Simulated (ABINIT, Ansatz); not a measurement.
## Quasiparticle gap of SrIBr (Pnma) in ABINIT

Aim: the G0W0 gap of SrIBr (Pnma) on LDA, step by step.

Main program and level: ABINIT 10.8.3; LDA and many-body steps on it, plane waves.

This is a report of a sequence of runs, with most program output left out.

## (1) The starting structure

The structure is orthorhombic, space group Pnma (No. 62). The conventional cell has a = 8.169 Å, b = 5.132 Å, c = 11.031 Å, α = 90.00°, β = 90.00°, γ = 90.00°. Sr has 3 Br at 3.07 to 3.12 Å and 4 I at 3.39 to 3.51 Å nearest. Nearest to I lie 4 Sr at 3.39 to 3.51 Å. Nearest to Br lie 3 Sr at 3.07 to 3.12 Å. Farther neighbours and most contacts between anions are not listed.

The cell and positions are those that the Materials Project relaxed with its own functionals (PBE, PBE+U or r2SCAN), kept fixed. Spin-orbit coupling is left out unless a step names it.

## (2) Ground state

This step: ABINIT 10.8.3; DFT, LDA, plane waves, norm-conserving pseudopotentials.

The ground-state density comes first.

run.abi reads:

```
acell 3*1.0 Angstrom
rprim 
  8.169106000000 0.000000000000 0.000000000000
  0.000000000000 5.131914000000 0.000000000000
  0.000000000000 0.000000000000 11.030852000000
ntypat 3
znucl 38 53 35
natom 12
typat 1 1 1 1 2 2 2 2 3 3 3 3
xred 
  0.280131000000 0.750000000000 0.421100000000
  0.780131000000 0.750000000000 0.078900000000
  0.719869000000 0.250000000000 0.578900000000
  0.219869000000 0.250000000000 0.921100000000
  0.367160000000 0.750000000000 0.109521000000
  0.867160000000 0.750000000000 0.390479000000
  0.632840000000 0.250000000000 0.890479000000
  0.132840000000 0.250000000000 0.609521000000
  0.517796000000 0.750000000000 0.637160000000
  0.017796000000 0.750000000000 0.862840000000
  0.482204000000 0.250000000000 0.362840000000
  0.982204000000 0.250000000000 0.137160000000
pp_dirpath "pseudos"
pseudos "Sr.upf, I.upf, Br.upf"
ecut 31
ngkpt 2 4 2
nshiftk 1
shiftk 0 0 0
kptopt 1
chksymbreak 0
nband 58
occopt 1
tolvrs 1e-08
nstep 60
prtwf 0
optforces 0
optstress 0
indata_prefix "in"
outdata_prefix "out"
tmpdata_prefix "tmp"
```

Started as:

```console
$ OMP_NUM_THREADS=1 mpirun -n 4 abinit run.abi > log
```

Run time: 2.6 min. Hardware: 4 MPI ranks of Arm Neoverse V2, shared host; peak memory 0.91 GiB; 10 min of CPU time.

Numbers from this step:

* total energy: -6887.1750 eV
* gap: 3.576 eV
* k of the valence top: 0, 0, 0
* k of the conduction bottom: 0, 0, 0
* least direct gap: 3.576 eV

The gap is direct, at Γ.

## (3) Empty states on the mesh, 2×2×1 mesh, 370 bands

The sums over transitions need many empty states on a uniform mesh; this step solves for them.

Edit run.abi of step 2 so:

```diff
@@ -25,3 +25,3 @@
 ecut 31
-ngkpt 2 4 2
+ngkpt 2 2 1
 nshiftk 1
@@ -30,9 +30,10 @@
 chksymbreak 0
-nband 58
-occopt 1
-tolvrs 1e-08
+iscf -2
+irdden 1
+istwfk *1
+nband 370
+nbdbuf 32
+tolwfr 1e-09
 nstep 60
-prtwf 0
-optforces 0
-optstress 0
+prtvol 0
 indata_prefix "in"
```

Wall time 12 min (4 MPI ranks); peak memory 1.3 GiB; 50 min of CPU time.

Numbers from this step:

```
gap                                                           : 3.576 eV
k of the valence top                                          : 0, 0, 0
k of the conduction bottom                                    : 0, 0, 0
least direct gap                                              : 3.576 eV
k points computed                                             : 4
lowest point of the top converged band, above the valence top : 38.60 eV
```

On this mesh the gap is 3.576 eV.

## (4) Screening, 2×2×1 mesh, 338 bands, screening to 149.7 eV

The RPA dielectric matrix is built and inverted for each q.

This step: RPA screening on LDA, plane waves, norm-conserving pseudopotentials.

Edit run.abi of step 3 so:

```diff
@@ -30,10 +30,11 @@
 chksymbreak 0
-iscf -2
-irdden 1
 istwfk *1
-nband 370
-nbdbuf 32
-tolwfr 1e-09
-nstep 60
-prtvol 0
+occopt 1
+irdwfk 1
+optdriver 3
+nband 338
+ecuteps 5.5
+inclvkb 2
+awtr 1
+symchi 1
 indata_prefix "in"
```

The job ended after 17 min (4 MPI ranks; peak memory 8.4 GiB; 67 min of CPU time).

This step gave:

```yaml
eps_infinity_with_local_fields_on_this_mesh_along_the_program_s_q_direction: 3.726
the_same_without_local_fields: 4.453
plasma_frequency: 16.92 eV
plane_waves_in_the_screening_matrix: 1917
```

Local fields lower ε∞ by 16 %. On a Γ-centred mesh this coarse the value itself is usually too large, while a short band sum pulls it down.

## (5) Self-energy, 2×2×1 mesh, 338 bands, screening to 149.7 eV

The self-energy is evaluated for the states that the input lists, and the levels follow from it, in one-shot runs by the linearised quasiparticle equation.

This step: G0W0 on LDA, plane waves, norm-conserving pseudopotentials.

Edit run.abi of step 4 so:

```diff
@@ -33,8 +33,15 @@
 irdwfk 1
-optdriver 3
+optdriver 4
 nband 338
+gwcalctyp 0
+ecutsigx 31
+symsigma 1
+nkptgw 1
+kptgw 
+  0.0000000000 0.0000000000 0.0000000000
+bdgw 
+  47 50
 ecuteps 5.5
-inclvkb 2
-awtr 1
-symchi 1
+irdscr 1
+ppmodel 1
 indata_prefix "in"
```

Run time: 3.4 min. Hardware: 4 MPI ranks; peak memory 8.9 GiB; 13 min of CPU time.

Numbers from this step:

```yaml
g0w0_gap_on_the_points_computed: 5.402 eV
starting_gap_on_the_mesh: 3.576 eV
k_of_the_valence_top: 0, 0, 0
k_of_the_conduction_bottom: 0, 0, 0
z_at_the_valence_top: 0.803
z_at_the_conduction_bottom: 0.838
least_direct_g0w0_gap_on_the_computed_points: 5.402 eV
```

The gap on the mesh goes from 3.58 eV to 5.40 eV, a correction of +1.83 eV.

Limits: finite bands, cutoff and mesh; no spin-orbit coupling; coarse k mesh. v1 is the top filled band, c1 the lowest empty one. The levels before and after the correction (eV, zero at the valence-band top of each column):

```
           conduction bottom  valence top
Kohn-Sham               3.58         0.00
     G0W0               5.40         0.00
```

```
           level  energy (eV)
Kohn-Sham   Γ v2       -0.091
Kohn-Sham   Γ v1        0.000
Kohn-Sham   Γ c1        3.576
Kohn-Sham   Γ c2        4.080
     G0W0   Γ v2       -0.095
     G0W0   Γ v1        0.000
     G0W0   Γ c1        5.402
     G0W0   Γ c2        6.059
```

## (6) Where the time went

Times are wall times on 4 MPI ranks of Arm Neoverse V2, shared host, good to a factor of about two.

```
                    step     time  share  memory (GiB)
            ground state  2.6 min    7 %          0.91
empty states on the mesh   12 min   35 %           1.3
               screening   17 min   48 %           8.4
             self-energy  3.4 min   10 %           8.9
```

## (7) Outcome

| Item | Value |
| --- | --- |
| LDA gap | 3.58 eV, direct |
| G0W0 gap on the mesh | 5.40 eV |
| GW settings | 2×2×1 mesh, 338 bands, screening to 149.7 eV, Godby-Needs plasmon pole |
| known limits | not at the basis limit; no spin-orbit coupling; coarse k mesh |

**Reading.** G0W0 moves the gap on the mesh from 3.58 eV to 5.40 eV (+1.83 eV), with Z of 0.80 and 0.84 at the edges. Local fields lower the RPA ε∞ on this mesh from 4.45 to 3.73; a Γ-centred mesh this coarse tends to raise both, most where the direct gap is narrow, while a short band sum lowers them. Only 1 of the mesh's irreducible points was corrected, so a valley elsewhere could overtake. Bands and cutoff are finite, so the gap is not at the basis limit. The miss can reach some tenths of an eV and take either sign; the mesh is an error of its own. In the G0W0 run levels were corrected at 1 k point alone, so a gap called «on the mesh» is the least over those, and an edge elsewhere would be missed. The 2×2×1 mesh is coarse for this cell, which bears on the long-range parts of exchange and screening. The many-body steps are scalar-relativistic: spin-orbit coupling is not in them.

[Paths, hosts, dates, memory and timing lines, banners, echoed tables and standing remarks are left out of the program output.]

[Logs are printed without paths, hosts, clocks, repeated set-up lines and the standing remarks that a program may print on its own settings, such as how far it seeks lower states.]

[Runs of the session that timed out or met a known fault of the program may be left out.]

[Hosts, paths, dates, database ids (printed as entryN), source tags and the programs' standing remarks are cut or masked in the printed files.]

[G0W0 gaps are taken among the corrected bands and points alone; a level outside them can change the order at an edge.]

[Where Ansatz stands beside ABINIT at settings called matched, ABINIT's density can come from a denser mesh and the files from another edition; pairs whose starting gaps differed by over 0.03 eV were left out, so agreement reads better than it is.]
